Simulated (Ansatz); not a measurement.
# Mo2NO2 monolayer: a soft mode frozen in

Aim: this structure of Mo2NO2 monolayer is to be tested for unstable modes, and one is followed downhill.

Method: DFT PBEsol, scalar-relativistic, plane waves, PAW, in Ansatz 0.2.0.

## (1) Starting point

The cell holds 5 atoms: 1 N, 2 Mo and 2 O. Cell: a = 3.128 Å, b = 3.128 Å, c = 32.600 Å, α = 90.0°, β = 90.0°, γ = 120.0°. Vacuum lies along c.

## (2) The dispersion

The cell comes from relaxations at this level that are not shown. Stability and thermal properties need the whole zone. Linear response on a 4×4×1 q mesh gives force constants as far as a supercell of that size would.

Contents of input.yaml:

```yaml
crystal:
  lattice:
    - [3.1277744238, 0.0, 0.0]
    - [-1.5638872119, 2.7087321083, 0.0]
    - [0.0, 0.0, 32.6]
  atoms:
    - { symbol: "N", position: [0.0, 0.0, 0.3067484663] }
    - { symbol: Mo, position: [0.3333333333, 0.6666666667, 0.3385189321] }
    - { symbol: Mo, position: [0.6666666667, 0.3333333333, 0.2749780005] }
    - { symbol: O, position: [0.6666666667, 0.3333333333, 0.3700080734] }
    - { symbol: O, position: [0.3333333333, 0.6666666667, 0.2434888592] }
  periodic: [true, true, false]
kpoints:
  mp_grid: { grid: [20, 20, 1] }
hamiltonian:
  xc: pbesol
scf:
  occupations: { method: methfessel_paxton, width: 0.15 }
output:
  eigenvalues: true
phonons:
  method: dfpt
  qmesh: [4, 4, 1]
  temperatures: { t_max: 1000, t_step: 50 }
  qpath:
    path:
      - [0.0, 0.0, 0.0]
      - [0.5, 0.0, 0.0]
      - [0.33333333, 0.33333333, 0.0]
      - [0.0, 0.0, 0.0]
    npoints: 10
```

The run is started by

```
> ansatz run input.yaml --threads 8 --pin off --max-ram 14336MiB --backend cpu --events-out ev --progress --plain --runs-dir out
```

Numbers of over 12 decimals in the logs are rounded to 6 here.

Log:

```text
Warning: crystal.symmetry: narrowed to the stabiliser of the run's FFT grids — unitary ops 12 → 6. A phonons.method: dfpt run fills in the rows of the dynamical matrix that it does not solve by its symmetry operations, which is exact only for operations that map its FFT grids onto themselves: filled in by any other, the frequencies could depend on the order in which like atoms are typed, or, by more than the grids' own error, on where the crystal sits among the grids' points. Excluded: 6 operations. The run can therefore solve more perturbations, solve them on more k-points, or both, and cost more. [rest of the remark cut]
Engine: ansatz 0.2.0, aarch64-unknown-linux-gnu
Pseudopotentials: kind: paw
Pseudopotential: N, paw, valence charge 5, recommended cutoff 420 eV (normal), N.paw.azcp
Pseudopotential: Mo, paw, valence charge 14, recommended cutoff 420 eV (normal), Mo.paw.azcp
Pseudopotential: O, paw, valence charge 6, recommended cutoff 420 eV (normal), O.paw.azcp
Functional definition: PBEsol
  exchange = pbesol_x
  correlation = pbesol_c
Crystal: 5 atoms, lattice volume = 276.197 Å³
Basis set: ecut = 420 eV, 5353 PW (Γ), exchange–correlation on 48×48×450 points (8 copies of the dense FFT grid, shifted against one another)
Bands: 28, of which v1, the nominal top of the filled ones, is band 23 counted from 1 (22 counted from 0)
Symmetry: 12 space group operations
k-points: 44 of 400 (irreducible under 6 space group operations, time reversal used)
Non-local potential: N, projectors of the file, l = 0: 2, l = 1: 2, l = 2: 1
Non-local potential: Mo, projectors of the file, l = 0: 3, l = 1: 2, l = 2: 2, l = 3: 1
Non-local potential: O, projectors of the file, l = 0: 2, l = 1: 2, l = 2: 1
PAW form: soft (Blöchl's): semilocal exchange-correlation on the pseudo side does not see the compensation charge
PAW frozen core: N, regenerated for the run's functional, and the local potential with it (the file was generated under x = pbe(κ = 0.804, μ = 0.219515), c = pbe(β = 0.066725))
PAW frozen core: Mo, regenerated for the run's functional, and the local potential with it (the file was generated under x = pbe(κ = 0.804, μ = 0.219515), c = pbe(β = 0.066725))
PAW frozen core: O, regenerated for the run's functional, and the local potential with it (the file was generated under x = pbe(κ = 0.804, μ = 0.219515), c = pbe(β = 0.066725))
PAW one-centre angular grid: N, 110 points (default); XC on 64 Gauss nodes
PAW one-centre angular grid: Mo, 590 points (default); XC on 64 Gauss nodes
PAW one-centre angular grid: O, 110 points (default); XC on 64 Gauss nodes
Initial density: superposition of atomic densities (neutral atoms: chi_scale 0, normalization atom), corrected by the library's trained network
Initial wavefunctions: pseudopotential atomic-orbital guess
Functional: x = pbesol(κ = 0.804, μ = 0.123457), c = pbesol(β = 0.046)
SCF iter   1: F=—  HF=-11295.774289 eV  |F-HF|=—  |Δ(HF+E_count)|=         —  Δρ=6.12e-3  dr2=8.19e-2  ethr=1.77e-3  ⟨swp⟩=13.5  Hψ=9817  notcnv=0
preconditioner: auto → LDOS  [metal: Δε(μ)=0.057 eV  Ē_g=9.411 eV  σ=0.150 eV  W_gap=0.31  n_scr=20 (ndim 8)  ℏωp=12.0 eV  f_vac=0.789  D(μ)=2.56/eV (n_scr^D=12)  β→1.0]
SCF iter   2: F=—  HF=-11295.778824 eV  |F-HF|=—  |Δ(HF+E_count)|=   4.54e-3  S|Δr|=    0.00e0  Δρ=4.97e-3  dr2=8.29e-2  ethr=1.82e-4  ⟨swp⟩=3.2  Hψ=3439  notcnv=0  defer=42
SCF iter   3: F=—  HF=-11295.761390 eV  |F-HF|=—  |Δ(HF+E_count)|=   1.74e-2  S|Δr|=    0.00e0  Δρ=6.91e-4  dr2=1.28e-3  ethr=1.82e-4  ⟨swp⟩=3.1  Hψ=2342  notcnv=0  defer=42
SCF iter   4: F=—  HF=-11295.761402 eV  |F-HF|=—  |Δ(HF+E_count)|=   1.22e-5  S|Δr|=    0.00e0  Δρ=1.55e-4  dr2=3.35e-5  ethr=2.85e-6  ⟨swp⟩=4.0  Hψ=3193  notcnv=0  defer=42
SCF iter   5: F=—  HF=-11295.761417 eV  |F-HF|=—  |Δ(HF+E_count)|=   1.43e-5  S|Δr|=    0.00e0  Δρ=4.48e-5  dr2=4.55e-6  ethr=7.45e-8  ⟨swp⟩=3.7  Hψ=3189  notcnv=0  defer=42
SCF iter   6: F=—  HF=-11295.761416 eV  |F-HF|=—  |Δ(HF+E_count)|=   5.74e-7  S|Δr|=    0.00e0  Δρ=8.49e-6  dr2=7.88e-8  ethr=1.01e-8  ⟨swp⟩=3.1  Hψ=2735  notcnv=0  defer=42
SCF iter   7: F=—  HF=-11295.761212 eV  |F-HF|=—  |Δ(HF+E_count)|=   2.04e-4  S|Δr|=    0.00e0  Δρ=1.93e-6  dr2=6.34e-9  ethr=1.75e-10  ⟨swp⟩=3.9  Hψ=3308  notcnv=0  defer=12
SCF iter   8: F=—  HF=-11295.761212 eV  |F-HF|=—  |Δ(HF+E_count)|=   9.36e-8  S|Δr|=    0.00e0  Δρ=5.45e-7  dr2=3.59e-10  ethr=1.41e-11  ⟨swp⟩=3.7  Hψ=3070  notcnv=0  defer=12
SCF iter   9: F=—  HF=-11295.761212 eV  |F-HF|=—  |Δ(HF+E_count)|=   2.19e-8  S|Δr|=    0.00e0  Δρ=9.94e-8  dr2=1.99e-11  ethr=1.00e-12  ⟨swp⟩=3.3  Hψ=2875  notcnv=0  defer=12
SCF iter  10: F=-11295.761212 eV  HF=-11295.761212 eV  |F-HF|=1.56e-10  |Δ(HF+E_count)|=  3.46e-10  S|Δr|=    0.00e0  Δρ=2.74e-8  dr2=1.01e-12  ethr=1.00e-12  ⟨swp⟩=21.4  Hψ=11062  notcnv=0
SCF 1 converged in 10 iterations: F = -11295.761212 eV  dr2 = 1.01e-12
  greatest PAW one-centre occupation: 0.999 electrons in one spin orbital (limit 2), on the Mo atom at site 2 (counted from 0), in its partial waves of l = 0
phonons: the bands overlap, so this run is a metal and interpolates without the dipole-dipole term. If the crystal is really an insulator or semiconductor, its LO-TO splitting is missing
NSCF: frozen V_eff on 44 k-points
WARN: eigensolver did not converge (k=35): 1 band(s) unlocked after 2 eigensolves, warm-restarted (20 sweeps on the last) at ethr=1.38e-12 eV (storage-precision floor; scheduled 1.00e-12 eV) (lowest unlocked band 27, counted from 0; max residual 6.37e-6 eV among the unlocked bands, 6.37e-6 eV over every band; other slots of this pass that fall short are told together in one closing line; warning suppressed until the next SCF loop or pass starts)
NSCF: frozen V_eff on 111 k-points
DFPT response loops at q = (0, 0, 0) (fractional): preconditioner auto → none (partly filled bands, converged f_vac=0.788); β = 0.50; Broyden in place of MSR1
NSCF: frozen V_eff on 420 k-points
DFPT response loops at q = (0, 0.25, 0) (fractional): mixed as the last ones told, above
NSCF: frozen V_eff on 222 k-points
DFPT response loops at q = (0, -0.5, 0) (fractional): mixed as the last ones told, above
NSCF: frozen V_eff on 800 k-points
DFPT response loops at q = (0.25, 0.25, 0) (fractional): mixed as the last ones told, above
SCF converged after 10 iterations
Stability not checked: this state was not tested for a lower state beside it, because cold or Methfessel-Paxton smearing, or corrected tetrahedra, fill the levels in a way that the test cannot read (fill_not_monotonic; see scf.lower_state_search)
Free energy (F): -11295.761212 eV
Harris-Foulkes:  -11295.761212 eV  (|F-HF|=1.56e-10)
Internal energy: -11295.762931 eV  (E = F + TS)
E sigma→0 (E₀):  -11295.761642 eV
Entropy (-TS):   0.001719 eV (0.344 meV/atom)
Fermi energy:    -6.084139 eV
--- Per-component energies (eV) ---
  E_band       = -1172.484337
  E_kinetic    = 1365.464190
  E_local      = -143408.927414  (includes V_loc(G=0)·N_el)
  E_nonlocal   = 430.293196
  E_hartree    = 70770.004825
  E_xc         = -570.246278
  E_vxc        = -720.237257  (∫ρ·V_xc dr)
  E_paw        = -6713.603623  (= ΣΔE_a)
  E_vpaw       = -379.091697  (= ΣTr[D̂ρ^β])
  E_aug_tail   = 0.005032  (compensation charges beyond the density's cutoff)
  E_ewald      = 66830.729867
  E_core_change = 0.517273  (= ΣΔE_core)
  E_smearing   = 0.001719  (= −TS)
  E_closure    = -0.000000  (closes the sum)
  Σ components = -11295.761212   (vs F -11295.761212, Δ=0.00e0)
--- Band table (eV; the first three rows and the last of 44) ---
  k-point 0: bands = [... 19 lower, -9.1655, -8.6645, -8.6645, -6.4098, -5.3294, -5.3294, -4.4294, -3.4628, ... 1 higher]
  k-point 1: bands = [... 19 lower, -9.0978, -8.3980, -8.3866, -6.5007, -5.3100, -5.2259, -4.4183, -3.5129, ... 1 higher]
  k-point 2: bands = [... 19 lower, -8.9763, -8.1019, -7.9712, -6.6260, -5.2389, -5.0273, -4.3869, -3.6066, ... 1 higher]
  k-point 43: bands = [... 19 lower, -10.0966, -7.0614, -6.9142, -6.7386, -4.5513, -4.4204, -3.8469, -2.3288, ... 1 higher]
--- Phonons (Γ-DFPT): 10 representative perturbations + reference (Σ response iterations 51) ---
  ASR residual: 5.975e-5 → 0.000e0 eV/Å²; symmetrization residual: 1.028e-5 eV/Å²
  The last average, over the group as it would stand without the narrowing to the FFT grids, took up to 6.482e-6 eV/Å² of the zone centre's force constants
  ASR residual per site (eV/Å²): 3.07e-5 4.69e-5 5.97e-5 2.85e-5 2.46e-5
  Γ frequencies (cm⁻¹): 0.00 0.00 0.00 155.71 155.71 286.18 361.21 361.21 401.08 401.08 480.28 537.45 543.15 685.21 685.21
--- Phonons (arbitrary-q DFPT): 4 irreducible q on the 4×4×1 mesh ---
  q = [0.0000, 0.0000, 0.0000] (star 1, of the zone-centre solve; hermiticity 7.10e-7, symmetrization 1.93e-13, taken by the last average 2.24e-7): -0.00 -0.00 0.00 155.71 155.71 286.18 361.21 361.21 401.08 401.08 480.28 537.45 543.15 685.21 685.21
  q = [0.0000, 0.2500, 0.0000] (star 6, 15 solved perturbations on 210 of 400 k-point pairs; hermiticity 4.66e-7, symmetrization 5.16e-11, taken by the last average 2.79e-7): -165.65 -85.03 81.79 163.35 165.50 236.59 348.17 369.60 392.02 423.02 487.28 502.03 527.55 690.36 698.37
  q = [0.0000, -0.5000, 0.0000] (star 3, 15 solved perturbations on 111 of 400 k-point pairs; hermiticity 3.02e-7, symmetrization 6.53e-11, taken by the last average 2.13e-7): -131.38 -52.79 153.55 175.00 189.21 292.24 377.72 387.03 394.88 427.34 471.20 492.86 508.64 652.95 697.52
  q = [0.2500, 0.2500, 0.0000] (star 6, 10 solved perturbations in 3050 linear systems a pass and spin channel, the states on 400 of 400 k-point pairs; hermiticity 3.23e-7, symmetrization 1.46e-10, taken by the last average 2.25e-7): -136.75 86.42 151.99 163.99 183.52 290.36 355.16 394.68 405.68 406.16 478.36 480.29 522.73 687.66 717.18
  sum rule: each row above includes the acoustic sum rule's correction from the zone centre's row sums; it moved no ω² by more than (0.77 cm⁻¹)²
  mesh force constants: q→R imaginary residual 5.77e-18; ASR residual 5.975e-5 → 0.000e0 eV/Å²; symmetrization residual 1.421e-14 eV/Å²
  interpolated dispersion: 31 rows × 15 modes
  density of states and harmonic sums: on the 24×24×1 q-mesh, interpolated from the force constants of a 4×4×1 supercell (no non-analytic term)
  largest difference from the sums on the solved wave vectors: F 3.68e-2 eV, S 4.26e-5 and C_V 1.15e-5 eV/K
  zero-point energy: 0.321627 eV/cell   skipped modes (ω ≤ 0): 100, of them read as no rigid motion or as one in doubt: 97 (1.615e0 modes/cell left out, lowest -172.47 cm⁻¹)   left out of the sums: 1.08e-1 of the cell's modes: C_V's classical limit lies that fraction below 3 k_B per atom; for a crystal, a wire or a layer, F and S can be off by more, and a phonons.interpolated_qmesh denser along its periods is the remedy for the sampling
```

Run time: 18 min. Hardware: 8 threads of Arm Neoverse V2, shared host; peak memory 5.8 GiB.

Reading the cycles: dr2 is the Hartree energy of the density residual (eV), the measure of convergence; HF is the Harris–Foulkes estimate of the energy, which meets the free energy F at convergence.

This run has no spin polarisation, although Mo can carry a moment.

Numbers from this step:

* gap on the k-mesh: 0 eV
* sum-rule residual before enforcement: 5.97e-5 eV/Å²
* lowest frequency on the path: -172.5 cm⁻¹
* point group: -3m
* highest frequency on the path or at a solved wavevector: 720.5 cm⁻¹
* area per atom: 1.694 Å²
* highest optical mode at the zone centre (no LO-TO term): 685.2 cm⁻¹
* lowest optical zone-centre mode: 155.7 cm⁻¹
* lowest mode on the q mesh (acoustic modes at Γ apart): -165.7 cm⁻¹

Frequencies (cm⁻¹) solved at each irreducible wavevector; negative means imaginary. Frequencies by wavevector, by row:

| q in reciprocal lattice units | star | mode 1 | mode 2 | mode 3 | mode 4 | mode 13 | mode 14 | mode 15 |
| --- | --- | --- | --- | --- | --- | --- | --- | --- |
| 0 0 0 | 1 | 0 | 0 | 0 | 155.7 | 543.1 | 685.2 | 685.2 |
| 0 0.25 0 | 6 | -165.7 | -85 | 81.8 | 163.3 | 527.5 | 690.4 | 698.4 |
| 0 -0.5 0 | 3 | -131.4 | -52.8 | 153.6 | 175 | 508.6 | 653 | 697.5 |
| 0.25 0.25 0 | 6 | -136.8 | 86.4 | 152 | 164 | 522.7 | 687.7 | 717.2 |

Interpolated from a 4×4×1 q mesh. The phonon branches at the labelled points (cm⁻¹):

| point | branch 1 | branch 2 | branch 3 | branch 4 | branch 12 | branch 13 | branch 14 | branch 15 |
| --- | --- | --- | --- | --- | --- | --- | --- | --- |
| Γ | 0 | 0 | 0 | 156 | 537 | 543 | 685 | 685 |
| halfway | -166 | -85 | 82 | 163 | 502 | 528 | 690 | 698 |
| M | -131 | -53 | 154 | 175 | 493 | 509 | 653 | 698 |
| halfway | -103 | 25 | 159 | 175 | 483 | 517 | 678 | 714 |
| K | 42 | 104 | 104 | 178 | 477 | 521 | 715 | 715 |
| halfway | -172 | 72 | 90 | 123 | 491 | 527 | 693 | 700 |
| Γ | 0 | 0 | 0 | 156 | 537 | 543 | 685 | 685 |

Symmetry leaves 4 wavevectors to solve. The lowest mode among them, the acoustic zeros apart, lies at q = (0, 0.25, 0) and is imaginary, 165.7i cm⁻¹, so the energy falls along it. Between them the interpolated path dips to 172i cm⁻¹.

## (3) The mode frozen in, largest atomic shift 0 Å

The mode followed lies at q = (0, -0.5, 0) with frequency 52.8i cm⁻¹, one of the unstable modes though not the softest. At small amplitude the distorted cell has space group no. 13 by a symmetry search on the positions. The undistorted cell that holds it gives the zero of energy on the same k mesh.

System of this step: Mo2NO2 monolayer. The cell holds 10 atoms: 2 N, 4 Mo and 4 O. Cell: a = 3.128 Å, b = 5.417 Å, c = 32.600 Å, α = 90.0°, β = 90.0°, γ = 90.0°. It derives from Mo2NO2. Vacuum lies along c.

Contents of input.yaml:

```yaml
crystal:
  lattice:
    - [3.1277744238, 0.0, 0.0]
    - [-1.0e-10, 5.4174642167, 0.0]
    - [0.0, 0.0, 32.6]
  atoms:
    - { symbol: "N", position: [1.0, 0.0, 0.3067484663] }
    - { symbol: "N", position: [0.5, 0.5, 0.3067484663] }
    - { symbol: Mo, position: [0.0, 0.3333333333, 0.3385189321] }
    - { symbol: Mo, position: [0.5, 0.8333333333, 0.3385189321] }
    - { symbol: Mo, position: [0.5, 0.1666666667, 0.2749780005] }
    - { symbol: Mo, position: [1.0, 0.6666666667, 0.2749780005] }
    - { symbol: O, position: [0.5, 0.1666666667, 0.3700080734] }
    - { symbol: O, position: [1.0, 0.6666666667, 0.3700080734] }
    - { symbol: O, position: [0.0, 0.3333333333, 0.2434888592] }
    - { symbol: O, position: [0.5, 0.8333333333, 0.2434888592] }
  periodic: [true, true, false]
kpoints:
  mp_grid: { grid: [12, 8, 1] }
hamiltonian:
  xc: pbesol
scf:
  occupations: { method: methfessel_paxton, width: 0.15 }
output:
  forces: true
  stress: true
  eigenvalues: true
```

Log:

```text
[...]
Crystal: 10 atoms, lattice volume = 552.394 Å³
Basis set: ecut = 420 eV, 10793 PW (Γ), exchange–correlation on 48×80×450 points (8 copies of the dense FFT grid, shifted against one another)
Bands: 55, of which v1, the nominal top of the filled ones, is band 45 counted from 1 (44 counted from 0)
Symmetry: 8 space group operations
[...]
k-points: 35 of 96
[...]
k-point 0: bands = [... 41 lower, -8.6653, -7.9925, -6.4110, -6.2613, -6.0323, -5.3307, -5.3305, -4.9413, ... 6 higher]
  k-point 1: bands = [... 41 lower, -8.2841, -8.0133, -6.5394, -6.3364, -5.9784, -5.2993, -5.1796, -4.8428, ... 6 higher]
  k-point 2: bands = [... 41 lower, -8.0073, -7.7753, -6.6359, -6.5287, -5.8764, -5.1766, -4.9379, -4.7175, ... 6 higher]
  k-point 34: bands = [... 41 lower, -7.9932, -6.2610, -6.2610, -6.0317, -6.0317, -4.9404, -4.9404, -4.7660, ... 6 higher]
[key lines of the parts left out:]
SCF converged after 7 iterations
Free energy (F): -22591.521481 eV
Fermi energy:    -6.090864 eV
P = ½ c Tr σ = -0.0327 N/m
```

Run time: 9.4 s. Hardware: 8 threads; peak memory 2.1 GiB; 73 s of CPU time.

Numbers from this step:

```
energy from the undistorted cell : 0 meV/atom
```

## (4) The mode frozen in, largest atomic shift 0.08 Å

The atoms are moved along the unstable eigenvector, the largest shift by 0.08 Å, with the cell fixed.

Contents of input.yaml:

```yaml
crystal:
  lattice:
    - [3.1277744238, 0.0, 0.0]
    - [-1.0e-10, 5.4174642167, 0.0]
    - [0.0, 0.0, 32.6]
  atoms:
    - { symbol: "N", position: [1.0255772921, 0.0, 0.3067484663] }
    - { symbol: "N", position: [0.4744227079, 0.5, 0.3067484663] }
    - { symbol: Mo, position: [-0.0235092331, 0.3333333333, 0.3385189321] }
    - { symbol: Mo, position: [0.5235092331, 0.8333333333, 0.3385189321] }
    - { symbol: Mo, position: [0.5235092331, 0.1666666667, 0.2749780005] }
    - { symbol: Mo, position: [0.9764907669, 0.6666666667, 0.2749780005] }
    - { symbol: O, position: [0.4864211763, 0.1666666667, 0.3700080734] }
    - { symbol: O, position: [1.0135788237, 0.6666666667, 0.3700080734] }
    - { symbol: O, position: [0.0135788237, 0.3333333333, 0.2434888592] }
    - { symbol: O, position: [0.4864211763, 0.8333333333, 0.2434888592] }
  periodic: [true, true, false]
kpoints:
  mp_grid: { grid: [12, 8, 1] }
hamiltonian:
  xc: pbesol
scf:
  occupations: { method: methfessel_paxton, width: 0.15 }
output:
  forces: true
  stress: true
  eigenvalues: true
```

Log:

```text
[...]
Crystal: 10 atoms, lattice volume = 552.394 Å³
Basis set: ecut = 420 eV, 10793 PW (Γ), exchange–correlation on 48×80×450 points (8 copies of the dense FFT grid, shifted against one another)
Bands: 55, of which v1, the nominal top of the filled ones, is band 45 counted from 1 (44 counted from 0)
Symmetry: 4 space group operations
[...]
k-points: 35 of 96
[...]
k-point 0: bands = [... 41 lower, -8.6170, -8.0097, -6.8103, -5.9728, -5.8890, -5.5219, -5.3559, -4.9228, ... 6 higher]
  k-point 1: bands = [... 41 lower, -8.2884, -8.0228, -6.9179, -5.9966, -5.9499, -5.4507, -5.1979, -4.8669, ... 6 higher]
  k-point 2: bands = [... 41 lower, -8.0213, -7.7999, -7.0578, -6.1595, -5.9044, -5.2610, -4.9484, -4.7348, ... 6 higher]
  k-point 34: bands = [... 41 lower, -8.0187, -6.2175, -6.2175, -6.0738, -6.0738, -4.9212, -4.9212, -4.7277, ... 6 higher]
[key lines of the parts left out:]
SCF converged after 7 iterations
Free energy (F): -22591.531488 eV
Fermi energy:    -6.051816 eV
P = ½ c Tr σ = -0.3751 N/m
```

The job ended after 9.9 s (8 threads; peak memory 2.1 GiB).

This step gave:

| Quantity | Value |
| --- | --- |
| energy from the undistorted cell | -1.121 meV/atom |

The energy, extrapolated to zero smearing, is -1.12 meV/atom against the undistorted cell.

## (5) Energy along the mode, all amplitudes (two of the runs are shown above)

An imaginary frequency means negative curvature, so the energy should fall and then rise again as anharmonic terms take over.

This step gave:

* depth at the lowest point sampled: 1.121 meV/atom
* largest atomic shift at that point: 0.08 Å

Table of energy from the parent by largest atomic shift:

| largest atomic shift (Å) | energy from the parent (meV/atom) |
| --- | --- |
| 0.0000 | 0 |
| 0.0400 | -0.45 |
| 0.0800 | -1.12 |
| 0.1400 | 0.301 |
| 0.2200 | 17.4 |

Displacement at unit largest shift by atom:

| atom | x (Å) | y (Å) | z (Å) | size |
| --- | --- | --- | --- | --- |
| N1 | 1.00 | 0.00 | 0.00 | 1.00 |
| N2 | -1.00 | 0.00 | 0.00 | 1.00 |
| Mo3 | -0.92 | 0.00 | 0.00 | 0.92 |
| Mo4 | 0.92 | 0.00 | 0.00 | 0.92 |
| Mo5 | 0.92 | 0.00 | 0.00 | 0.92 |
| Mo6 | -0.92 | 0.00 | 0.00 | 0.92 |
| O7 | -0.53 | 0.00 | 0.00 | 0.53 |
| O8 | 0.53 | 0.00 | 0.00 | 0.53 |
| O9 | 0.53 | 0.00 | 0.00 | 0.53 |
| O10 | -0.53 | 0.00 | 0.00 | 0.53 |

The lowest of the steps tried is at 0.08 Å, 1.12 meV/atom below the parent; the bottom of the well need not coincide with a step.

(Part 1 of 3 ends here.)

[Logs are printed without paths, hosts, clocks, repeated set-up lines and the standing remarks that a program may print on its own settings, such as how far it seeks lower states.]

[Hosts, paths, dates, database ids (printed as entryN), source tags and the programs' standing remarks are cut or masked in the printed files.]
